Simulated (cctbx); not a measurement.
# Reading a Patterson map

Space group F-43m (no. 216), a = 8.2150 Å, b = 8.2150 Å, c = 8.2150 Å, α = 90.00°, β = 90.00°, γ = 90.00°, content Sr4 As4 Ga4 Ca4 O24.

The data are simulated with cctbx, not measured: Mo Kα, λ = 0.71073 Å, to d = 0.6 Å, 50 % of the full sphere, strongest reflection 20000 counts, noise from counting, a 2 % proportional error and a noise floor of 15 counts (s.d.); no absorption, some extinction.

Patterson synthesis, origin scaled to 1000:

```text
Patterson group F m -3 m
      u       v       w   height  length (A)
  0.000   0.000   0.000   1000.0     0.00
  0.000   0.000   0.500    898.6     4.11
  0.250   0.250   0.250    898.0     3.56
  0.000   0.250   0.250    143.8     2.90
  0.000   0.000   0.250    140.7     2.05
  0.033   0.033   0.094     18.5     0.86
  0.033   0.033   0.407     17.2     3.36
  0.059   0.059   0.059     16.7     0.84
  0.059   0.059   0.441     15.3     3.69
  0.163   0.208   0.292     15.1     3.23
  0.164   0.208   0.208     14.7     2.76
  0.073   0.210   0.250      6.1     2.75
  0.000   0.038   0.178      5.2     1.49
  0.057   0.122   0.122     -1.0     1.50
```

Q: Assign the vectors.

A peak at u stands for all pairs with xi − xj = u, with weight Σ ZiZj against Σ Z² = 17112 at the origin. Peak heights follow these weights only roughly, since form factors, motion and series ripples differ, all vectors within 0.55 Å of a peak are counted as merged into it though the farther ones add only part of their weight, and F(000) is left out, which lowers the whole map:

| u | v | w | shortest length (Å) | height | 1000 ΣZiZj/ΣZ² | pairs in the cell |
| --- | --- | --- | --- | --- | --- | --- |
| 0.000 | 0.000 | 0.500 | 4.11 | 899 | 923 | 8 × As–Ga, 8 × Sr–Ca, 24 × O–O |
| 0.250 | 0.250 | 0.250 | 3.56 | 898 | 868 | 4 × Sr–As, 4 × Sr–Ga, 4 × As–Ca, 4 × Ga–Ca |
| 0.000 | 0.250 | 0.250 | 2.90 | 144 | 277 | 8 × Sr–O, 8 × Ca–O, 16 × O–O |
| 0.000 | 0.000 | 0.250 | 2.05 | 141 | 239 | 8 × As–O, 8 × Ga–O |

The table stops at ten peaks or at a height of 45, below which ripples compete. In the model behind the data Sr, the heaviest element, has 1 independent site: (1/4, 1/4, 1/4), up to an allowed shift of origin. No listed peak is a Sr–Sr vector, so the position follows from the cell content and the cross vectors. Elements of similar Z can't be told apart from the map alone. The whole model:

| atom | mult. | x | y | z | Ueq (Å²) |
| --- | --- | --- | --- | --- | --- |
| Sr1 | 4 | 1/4 | 1/4 | 1/4 | 0.0043 |
| As1 | 4 | 0 | 0 | 0 | 0.0050 |
| Ga1 | 4 | 1/2 | 0 | 0 | 0.0046 |
| Ca1 | 4 | 1/4 | 1/4 | 3/4 | 0.0031 |
| O1 | 24 | 1/2 | 0 | 0.7484 | 0.0069 |

The model is made up (kin elements in a known structure type, no relaxation), so it says nothing on whether the phase exists.

[Logs are printed without paths, hosts, clocks, repeated set-up lines and the standing remarks that a program may print on its own settings, such as how far it seeks lower states.]
